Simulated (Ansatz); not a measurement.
# W wire of staggered 5-rings: bands by functional and under strain, part 2 of 4

What gap, if any, does the W wire of staggered 5-rings have, and how does it change with the functional and under strain?

Ansatz 0.2.0; DFT PBE, plane waves, PAW; relaxation of a wire's period (the session's first sound run).

So far. Step 2 (Relaxation of atoms and period): The cell's length comes to 4.550 Å with no moment.

## Step 3: Bands of the perfect wire

This step: DFT PBE, plane waves, PAW; channels and complex bands of a perfect wire (Ansatz 0.2.0).

At the relaxed period the Bloch states of the perfect wire are found at each energy: those that move forward count the open channels, and those that decay describe how a disturbance dies away inside the wire itself. An energy step of 0.035 eV is under the 0.039 eV that the program asks for its thermal average at 300 K.

input.yaml

```yaml
crystal:
  lattice:
    - [11.377, 0.0, 0.0]
    - [0.0, 11.153, 0.0]
    - [0.0, 0.0, 4.5502910454]
  atoms:
    - { symbol: W, position: [0.338918368, 0.618542761, 0.0] }
    - { symbol: W, position: [0.338918368, 0.381470668, 0.0] }
    - { symbol: W, position: [0.557966066, 0.690697068, 0.0] }
    - { symbol: W, position: [0.557966066, 0.309316362, 0.0] }
    - { symbol: W, position: [0.687415275, 0.500006715, 0.0] }
    - { symbol: W, position: [0.312599891, 0.500006715, 0.5] }
    - { symbol: W, position: [0.4420491, 0.690697068, 0.5] }
    - { symbol: W, position: [0.4420491, 0.309316362, 0.5] }
    - { symbol: W, position: [0.661096798, 0.618542761, 0.5] }
    - { symbol: W, position: [0.661096798, 0.381470668, 0.5] }
kpoints:
  mp_grid: { grid: [1, 1, 18] }
  band_path: { path: ["Γ", Z], npoints: 50 }
scf:
  occupations: { method: fermi_dirac, width: 0.05 }
hamiltonian:
  xc: pbe
output:
  transmission:
    e_range: [-2, 2]
    de: 0.035
    kmesh: [1, 1]
    reduced_basis: true
    leads: [[0, 0]]
  dos: { e_range: [-5, 4] }
  write_potential: true
  write_density: true
  volumetric_format: npy
  elf: true
```

On the command line:

```bash
$ ansatz run input.yaml --threads 8 --pin off --max-ram 16384MiB --backend cpu --events-out ev --progress --plain --runs-dir out
```

Numbers of over 12 decimals in the logs are rounded to 6 here.

Output:

```text
[...]
Crystal: 10 atoms, lattice volume = 577.376 Å³
Basis set: ecut = 420 eV, 11313 PW (Γ)
Bands: 84, of which v1, the nominal top of the filled ones, is band 70 counted from 1 (69 counted from 0)
Symmetry: 8 space group operations
[...]
k-points: 10 of 18
[...]
SCF iter   1: F=—  HF=-103823.224683 eV  |F-HF|=—  |Δ(HF+E_count)|=         —  Δρ=7.01e-3  dr2=7.42e-1  ethr=1.77e-3  ⟨swp⟩=9.7  Hψ=3824  notcnv=0
[...]
SCF iter   9: F=-103823.133369 eV  HF=-103823.133369 eV  |F-HF|=2.21e-8  |Δ(HF+E_count)|=   3.88e-7  Δρ=2.42e-6  dr2=6.54e-8  ethr=7.14e-11  ⟨swp⟩=7.4  Hψ=2437  notcnv=0
SCF 1 converged in 9 iterations: F = -103823.133369 eV  dr2 = 6.54e-8
[...]
NSCF: frozen V_eff on 51 k-points
transmission: 6 of 36 steps passed
transmission: 12 of 36 steps passed
[...]
transmission: 36 of 36 steps passed
WARN: The output density's exchange-correlation potential varies sharply where the density is thin. Do not read a vacuum level from v_tot or v_xc, or from such a field of the output density. On a cell that repeats whose density bears no net charge and no dipole along the vacuum's axis use v_es (v_loc + v_h of the components); under efield.dipole_correction with no amplitude use v_es + v_field, which holds any externa [...]
SCF converged after 9 iterations
Free energy (F): -103823.133369 eV
[...]
Internal energy: -103822.967780 eV  (E = F + TS)
E sigma→0 (E₀):  -103823.050574 eV
Entropy (-TS):   -0.165589 eV (-16.559 meV/atom)
Fermi energy:    3.262890 eV
[...]
--- Band table (eV; the first three rows and the last of 10) ---
  k-point 0: bands = [... 66 lower, 2.4780, 2.5782, 2.5847, 2.7437, 2.8196, 3.3014, 3.3073, 3.3181, ... 10 higher]
  k-point 1: bands = [... 66 lower, 2.5842, 2.6188, 2.6938, 2.7967, 2.8348, 3.3065, 3.3103, 3.4205, ... 10 higher]
  k-point 2: bands = [... 66 lower, 2.4868, 2.7329, 2.8344, 2.9180, 2.9766, 3.3345, 3.3542, 3.5637, ... 10 higher]
  k-point 9: bands = [... 66 lower, 3.3028, 3.3028, 3.4365, 3.4365, 3.5465, 3.5465, 3.6552, 3.6552, ... 10 higher]
--- Transmission ---
  basis      : 1107 plane waves across, 6 finite elements along
  points     : 1, standing for a mesh of 1 x 1
  filling    : by the input's occupations and mesh, since the crystals that have channels conduct as metals do. If one of these is a semiconductor, that mesh has misplaced its level
  energies   : 115 from -2.000000 to 1.990000 eV about the Fermi level, 0.035000 eV apart; the leads are filled to 0.000000 eV, and channels, transmission and decay are at -0.005000 eV
  crystal 0  : W10, at the sites [0, 0], period 4.5503 Å: whole cells are its period
    offset         : up to 0.0000 Å between an atom of the period and one for which it stands
    filled         : 10.9 meV under the level at which it is neutral
    channels       : 9.000000e0 a spin
    conductance    : 5.4748e14 S/m² at 300 K; may be off by some 0.1 % by where its bands' edges are placed, 1.1 % from the distance to neutral
```

Elapsed: 11 min, on 8 threads of Arm Neoverse V2, shared host; peak memory 4.3 GiB.

Numbers from this step:

* energy at zero smearing: -103823.0506 eV
* channels at the energy nearest the Fermi level, one spin: 9
* conductance of the lead as this run defines it: 8.966 G₀
* band gap: 0 eV

Open channels of the lead, one spin against energy, zero at the Fermi level:

| energy (eV) | open channels of the lead, one spin |
| --- | --- |
| -2.000 | 8 |
| -1.790 | 4 |
| -1.615 | 2 |
| -1.405 | 6 |
| -1.195 | 8 |
| -0.985 | 7 |
| -0.810 | 6 |
| -0.600 | 7 |
| -0.390 | 7 |
| -0.215 | 9 |
| -0.005 | 9 |
| 0.205 | 9 |
| 0.415 | 9 |
| 0.590 | 7 |
| 0.800 | 5 |
| 1.010 | 9 |
| 1.185 | 11 |
| 1.395 | 7 |
| 1.605 | 4 |
| 1.815 | 3 |

The slowest values at each energy, most degenerate partners merged, listed up to 1.5 1/Å. Table of Im kz of the slowest decaying states by energy, zero at the Fermi level:

| energy (eV) | decay 1 (Å⁻¹) | decay 2 (Å⁻¹) | decay 3 (Å⁻¹) | decay 4 (Å⁻¹) |
| --- | --- | --- | --- | --- |
| -2.000 | 0.190 | 0.208 | 0.235 | 0.309 |
| -1.790 | 0.0493 | 0.0742 | 0.140 | 0.152 |
| -1.615 | 0.0296 | 0.104 | 0.125 | 0.176 |
| -1.405 | 0.0339 | 0.111 | 0.127 | 0.191 |
| -1.195 | 0.0626 | 0.173 | 0.181 | 0.200 |
| -0.985 | 0.0461 | 0.0529 | 0.0529 | 0.182 |
| -0.810 | 0.0217 | 0.0600 | 0.0983 | 0.131 |
| -0.600 | 0.0471 | 0.0666 | 0.132 | 0.222 |
| -0.390 | 0.00279 | 0.0843 | 0.137 | 0.208 |
| -0.215 | 0.122 | 0.130 | 0.152 | 0.191 |
| -0.005 | 0.0512 | 0.104 | 0.110 | 0.137 |
| 0.205 | 0.0541 | 0.0870 | 0.177 | 0.222 |
| 0.415 | 0.127 | 0.137 | 0.176 | 0.198 |
| 0.590 | 0.140 | 0.162 | 0.174 | 0.202 |
| 0.800 | 0.0209 | 0.0389 | 0.153 | 0.158 |
| 1.010 | 0.117 | 0.127 | 0.242 | 0.249 |
| 1.185 | 0.0300 | 0.242 | 0.245 | 0.292 |
| 1.395 | 0.0606 | 0.0762 | 0.137 | 0.174 |
| 1.605 | 0.123 | 0.128 | 0.184 | 0.193 |
| 1.815 | 0.0751 | 0.109 | 0.129 | 0.143 |

The electronic bands at the labelled points (eV, zero at the Fermi level):

```
  point  band 68  band 69  band 70  band 71  band 72  band 73  band 74  band 75
      Γ    -0.68    -0.68    -0.52    -0.44     0.04     0.04     0.06     0.12
halfway    -0.29    -0.28    -0.21    -0.05    -0.04    -0.02     0.29     0.38
      Z     0.04     0.17     0.17     0.28     0.28     0.39     0.39     0.47
```

Electrostatic potential energy in the ca plane at fractional y = 0.309, with atoms of W within 0.2 Å of it. With pseudopotentials it is smooth inside the atoms' cores, unlike the true potential.

Ten even steps from '_' (-56 eV) to '@' (8 eV), each cell a mean:
```
@@@@@@@@@@@@@@@@@@@@@@@@@@@@
@@@@@@@@@@@@@@@@@@@@@@@@@@@@
@@@@@@@@@@@@@@@@@@@@@@@@@@@@
@@@@@@@@@@@@@@@@@@@@@@@@@@@@
@@@@@@@@@@@@@@@@@@@@@@@@@@@@
@@@@@@@@@@@@%%%%@@@@@@@@@@@@
@@@@@@@@@@%%######%%@@@@@@@@
@@@@@@@@%%##++==++##%%@@@@@@
++**##%%%%##++++**##%%%%##++
__..==##%%%%####%%%%%%**--__
____--##%%%%%%%%%%%%%%++..__
..::++%%%%**====++##%%##==..
**##%%%%**::______==##%%%%##
%%%%@@%%**..______--##%%%%%%
**##%%%%##++::::--**%%%%%%##
==++##%%%%%%####%%%%@@%%**++
++**%%@@@@@@@@@@@@@@@@%%##**
%%%%%%@@@@@@@@@@@@@@@@@@%%%%
@@@@@@@@@@@@@@@@@@@@@@@@@@@@
@@@@@@@@@@@@@@@@@@@@@@@@@@@@
@@@@@@@@@@@@@@@@@@@@@@@@@@@@
@@@@@@@@@@@@@@@@@@@@@@@@@@@@
@@@@@@@@@@@@@@@@@@@@@@@@@@@@
@@@@@@@@@@@@@@@@@@@@@@@@@@@@
```
Columns run along c (4.6 Å; values clipped at the 3rd and 97th percentile), rows up along a (11.4 Å). Atoms in or near the plane, at fractional coordinates: W at (0.00, 0.56), W at (0.50, 0.44).

ELF in the ca plane at fractional y = 0.309, with atoms of W within 0.2 Å of it. It is the smooth field of the valence electrons, not physical close to the nuclei.

Values, 24 rows by 14 columns, each cell a mean:
```
0.00 0.00 0.00 0.00 0.00 0.00 0.00 0.00 0.00 0.00 0.00 0.00 0.00 0.00
0.02 0.02 0.02 0.01 0.01 0.01 0.01 0.01 0.01 0.01 0.01 0.01 0.02 0.02
0.06 0.07 0.06 0.05 0.04 0.03 0.03 0.03 0.03 0.04 0.05 0.06 0.06 0.07
0.17 0.17 0.16 0.13 0.10 0.08 0.07 0.07 0.07 0.09 0.11 0.15 0.16 0.17
0.31 0.31 0.30 0.23 0.17 0.12 0.11 0.10 0.11 0.14 0.19 0.27 0.31 0.31
0.44 0.45 0.43 0.32 0.20 0.13 0.13 0.13 0.13 0.15 0.23 0.37 0.44 0.45
0.45 0.48 0.49 0.36 0.21 0.17 0.25 0.29 0.21 0.17 0.25 0.43 0.49 0.46
0.26 0.33 0.43 0.40 0.27 0.30 0.48 0.54 0.41 0.26 0.31 0.44 0.39 0.30
0.40 0.35 0.31 0.38 0.35 0.31 0.39 0.42 0.36 0.31 0.37 0.35 0.32 0.37
0.56 0.65 0.49 0.32 0.41 0.37 0.28 0.25 0.31 0.41 0.38 0.34 0.59 0.64
0.17 0.56 0.59 0.30 0.42 0.46 0.35 0.32 0.39 0.47 0.37 0.38 0.65 0.41
0.59 0.61 0.43 0.32 0.35 0.36 0.44 0.45 0.41 0.35 0.34 0.33 0.52 0.62
0.32 0.33 0.38 0.35 0.35 0.62 0.56 0.44 0.64 0.51 0.31 0.39 0.36 0.32
0.32 0.40 0.48 0.36 0.37 0.66 0.43 0.25 0.60 0.56 0.31 0.44 0.46 0.36
0.28 0.28 0.34 0.38 0.33 0.47 0.61 0.62 0.58 0.39 0.33 0.39 0.31 0.28
0.52 0.42 0.30 0.36 0.39 0.30 0.25 0.25 0.26 0.34 0.40 0.31 0.33 0.47
0.45 0.34 0.21 0.29 0.44 0.46 0.38 0.35 0.41 0.47 0.39 0.22 0.25 0.39
0.19 0.16 0.15 0.25 0.40 0.49 0.48 0.47 0.49 0.47 0.35 0.19 0.14 0.17
0.12 0.12 0.15 0.23 0.33 0.40 0.40 0.40 0.40 0.38 0.29 0.19 0.13 0.12
0.09 0.10 0.12 0.16 0.21 0.24 0.25 0.24 0.25 0.23 0.19 0.14 0.11 0.09
0.05 0.05 0.06 0.08 0.10 0.12 0.12 0.12 0.12 0.11 0.10 0.07 0.06 0.05
0.02 0.02 0.02 0.03 0.04 0.04 0.04 0.04 0.04 0.04 0.03 0.03 0.02 0.02
0.00 0.00 0.00 0.01 0.01 0.01 0.01 0.01 0.01 0.01 0.01 0.01 0.00 0.00
0.00 0.00 0.00 0.00 0.00 0.00 0.00 0.00 0.00 0.00 0.00 0.00 0.00 0.00
```
Columns run along c (4.6 Å), rows up along a (11.4 Å). Atoms in or near the plane, at fractional coordinates: W at (0.00, 0.56), W at (0.50, 0.44).

Valence density in the ca plane at fractional y = 0.309, with atoms of W within 0.2 Å of it. It is the smooth field of the valence electrons, not physical close to the nuclei.

Ten even steps from '0' (0.0 e/Å³) to '9' (5.1 e/Å³), each cell a mean:
```
00000000000000
00000000000000
00000000000000
00000000000000
00000000000000
00000000000000
00000001000000
00000122100000
21000122110012
97310011000148
99510000000279
76211133211137
11101599831011
00002699941000
11001256420001
32100001000012
21000000000001
00000000000000
00000000000000
00000000000000
00000000000000
00000000000000
00000000000000
00000000000000
```
Columns run along c (4.6 Å), rows up along a (11.4 Å). Atoms in or near the plane, at fractional coordinates: W at (0.00, 0.56), W at (0.50, 0.44).

By hand: the program gives 5.4748 × 10^14 S/m² over the cell's cross-section of 126.89 Å² = 1.269 × 10^-18 m², so one cell conducts 6.947 × 10^-4 S. Divided by G0 = 2e²/h = 7.748 × 10^-5 S this is 8.97 G0, a resistance of 1.44 kΩ.

At the computed energy nearest the Fermi level there are 9 channels a spin, and the thermal average gives 8.97 G₀.

## Step 4: Another level of theory, level LDA, cutoff 420 eV

This step: DFT LDA, plane waves, PAW; bands of a perfect wire at the PBE geometry (Ansatz 0.2.0).

The atoms stay at the PBE geometry and the functional changes. At fixed atoms LDA and the gradient-corrected functionals usually give like bands; this run checks that. Against the first PBE run of this kind, the mesh along the wire has 14 points against 18.

Edit input.yaml of step 3 so:

```diff
@@ -17,3 +17,3 @@
 kpoints:
-  mp_grid: { grid: [1, 1, 18] }
+  mp_grid: { grid: [1, 1, 14] }
   band_path: { path: ["Γ", Z], npoints: 50 }
@@ -22,14 +22,2 @@
 hamiltonian:
-  xc: pbe
-output:
-  transmission:
-    e_range: [-2, 2]
-    de: 0.035
-    kmesh: [1, 1]
-    reduced_basis: true
-    leads: [[0, 0]]
-  dos: { e_range: [-5, 4] }
-  write_potential: true
-  write_density: true
-  volumetric_format: npy
-  elf: true
+  xc: lda
```

Output:

```text
[...]
Crystal: 10 atoms, lattice volume = 577.376 Å³
Basis set: ecut = 420 eV, 11313 PW (Γ)
Bands: 84, of which v1, the nominal top of the filled ones, is band 70 counted from 1 (69 counted from 0)
Symmetry: 8 space group operations
[...]
k-points: 8 of 14
[...]
SCF iter   1: F=—  HF=-101271.041949 eV  |F-HF|=—  |Δ(HF+E_count)|=         —  Δρ=7.38e-3  dr2=9.59e-1  ethr=1.77e-3  ⟨swp⟩=9.5  Hψ=3064  notcnv=0
[...]
SCF iter   9: F=-101270.898498 eV  HF=-101270.898498 eV  |F-HF|=2.76e-8  |Δ(HF+E_count)|=   1.48e-7  Δρ=2.54e-6  dr2=6.89e-8  ethr=7.14e-11  ⟨swp⟩=4.8  Hψ=2229  notcnv=0
SCF 1 converged in 9 iterations: F = -101270.898498 eV  dr2 = 6.89e-8
[...]
SCF converged after 9 iterations
Free energy (F): -101270.898498 eV
[...]
Internal energy: -101270.722974 eV  (E = F + TS)
E sigma→0 (E₀):  -101270.810736 eV
Entropy (-TS):   -0.175524 eV (-17.552 meV/atom)
Fermi energy:    2.975231 eV
[...]
--- Band table (eV; the first three rows and the last of 8) ---
  k-point 0: bands = [... 66 lower, 2.1938, 2.2685, 2.2749, 2.4629, 2.5088, 2.9938, 3.0151, 3.0225, ... 10 higher]
  k-point 1: bands = [... 66 lower, 2.2609, 2.3337, 2.4824, 2.5070, 2.5786, 3.0231, 3.0261, 3.1285, ... 10 higher]
  k-point 2: bands = [... 66 lower, 2.1579, 2.5104, 2.5923, 2.6591, 2.7844, 3.0740, 3.1158, 3.3971, ... 10 higher]
  k-point 7: bands = [... 66 lower, 3.0235, 3.0235, 3.1516, 3.1516, 3.2290, 3.2290, 3.3290, 3.3290, ... 10 higher]
```

Run time: 13 s. Hardware: 8 threads; peak memory 2.5 GiB.

This step gave:

| Quantity | Value |
| --- | --- |
| energy at zero smearing | -101270.8107 eV |

Electronic bands along the path, in eV, zero at the Fermi level:

| point | band 68 | band 69 | band 70 | band 71 | band 72 | band 73 | band 74 | band 75 |
| --- | --- | --- | --- | --- | --- | --- | --- | --- |
| Γ | -0.71 | -0.70 | -0.51 | -0.47 | 0.02 | 0.04 | 0.05 | 0.09 |
| halfway | -0.29 | -0.28 | -0.21 | -0.08 | -0.05 | -0.05 | 0.27 | 0.36 |
| Z | 0.05 | 0.18 | 0.18 | 0.25 | 0.25 | 0.35 | 0.35 | 0.43 |

Bands cross the Fermi level, as under PBE at the relaxed period.

## Step 5: Levels at the same atoms, level PBEsol, cutoff 420 eV

This step: DFT PBEsol, plane waves, PAW; bands of a perfect wire at the PBE geometry (Ansatz 0.2.0).

The atoms stay at the PBE geometry and the functional changes. At fixed atoms LDA and the gradient-corrected functionals usually give like bands; this run checks that. Against the first PBE run of this kind, the mesh along the wire has 14 points against 18.

Edit input.yaml of step 4 so:

```diff
@@ -22,2 +22,2 @@
 hamiltonian:
-  xc: lda
+  xc: pbesol
```

Output:

```text
[...]
Crystal: 10 atoms, lattice volume = 577.376 Å³
Basis set: ecut = 420 eV, 11313 PW (Γ)
Bands: 84, of which v1, the nominal top of the filled ones, is band 70 counted from 1 (69 counted from 0)
Symmetry: 8 space group operations
[...]
k-points: 8 of 14
[...]
--- Band table (eV; the first three rows and the last of 8) ---
  k-point 0: bands = [... 66 lower, 2.3659, 2.4681, 2.4749, 2.6340, 2.7086, 3.1938, 3.1989, 3.2008, ... 10 higher]
  k-point 1: bands = [... 66 lower, 2.4610, 2.5340, 2.6764, 2.6833, 2.7544, 3.2045, 3.2068, 3.3297, ... 10 higher]
  k-point 2: bands = [... 66 lower, 2.3600, 2.7123, 2.7958, 2.8387, 2.9579, 3.2609, 3.3005, 3.5983, ... 10 higher]
  k-point 7: bands = [... 66 lower, 3.1955, 3.1955, 3.3263, 3.3263, 3.4312, 3.4312, 3.5396, 3.5396, ... 10 higher]
[key lines of the parts left out:]
SCF converged after 10 iterations
Free energy (F): -102538.501231 eV
Fermi energy:    3.156277 eV
```

Elapsed: 14 s, on 8 threads; peak memory 2.5 GiB; 1.7 min of CPU time.

Bands cross the Fermi level, as under PBE at the relaxed period.

## Step 6: Another level of theory, level r2SCAN, cutoff 500 eV

This step: DFT r2SCAN, plane waves, PAW; bands of a perfect wire at the PBE geometry (Ansatz 0.2.0).

The atoms stay at the PBE geometry and the functional changes. r2SCAN also reads the kinetic-energy density; it often gives larger moments and wider gaps than PBE, at a higher cost. Against the first PBE run of this kind, the cutoff is 500 eV against 420 and the mesh along the wire has 14 points against 18.

Edit input.yaml of step 5 so:

```diff
@@ -22,2 +22,2 @@
 hamiltonian:
-  xc: pbesol
+  xc: r2scan
```

Output:

```text
[...]
Crystal: 10 atoms, lattice volume = 577.376 Å³
Basis set: ecut = 500 eV, 14681 PW (Γ), exchange–correlation on 360×360×144 points (64 copies of the dense FFT grid, shifted against one another)
Bands: 84, of which v1, the nominal top of the filled ones, is band 70 counted from 1 (69 counted from 0)
Symmetry: 8 space group operations
[...]
k-points: 8 of 14
[...]
--- Band table (eV; the first three rows and the last of 8) ---
  k-point 0: bands = [... 66 lower, 2.3763, 2.5328, 2.5334, 2.6504, 2.7895, 3.2336, 3.2351, 3.3572, ... 10 higher]
  k-point 1: bands = [... 66 lower, 2.5219, 2.6067, 2.6760, 2.7676, 2.7766, 3.2467, 3.2521, 3.4826, ... 10 higher]
  k-point 2: bands = [... 66 lower, 2.3614, 2.8043, 2.8755, 2.8960, 2.9750, 3.3160, 3.3572, 3.7645, ... 10 higher]
  k-point 7: bands = [... 66 lower, 3.2177, 3.2177, 3.3730, 3.3730, 3.5760, 3.5760, 3.7312, 3.7312, ... 10 higher]
[key lines of the parts left out:]
SCF converged after 10 iterations
Free energy (F): -103945.788589 eV
Fermi energy:    3.200830 eV
```

Wall time 28 s (8 threads); peak memory 3.9 GiB.

Electronic bands along the path, in eV, zero at the Fermi level:

```
  point  band 68  band 69  band 70  band 71  band 72  band 73  band 74  band 75
      Γ    -0.67    -0.67    -0.55    -0.41     0.03     0.03     0.16     0.21
halfway    -0.35    -0.34    -0.22    -0.06     0.05     0.08     0.35     0.43
      Z     0.02     0.17     0.17     0.38     0.38     0.53     0.53     0.60
```

Bands cross the Fermi level, as under PBE at the relaxed period.

(Part 2 of 4 ends here.)

[Logs are printed without paths, hosts, clocks, repeated set-up lines and the standing remarks that a program may print on its own settings, such as how far it seeks lower states.]

[Hosts, paths, dates, database ids (printed as entryN), source tags and the programs' standing remarks are cut or masked in the printed files.]
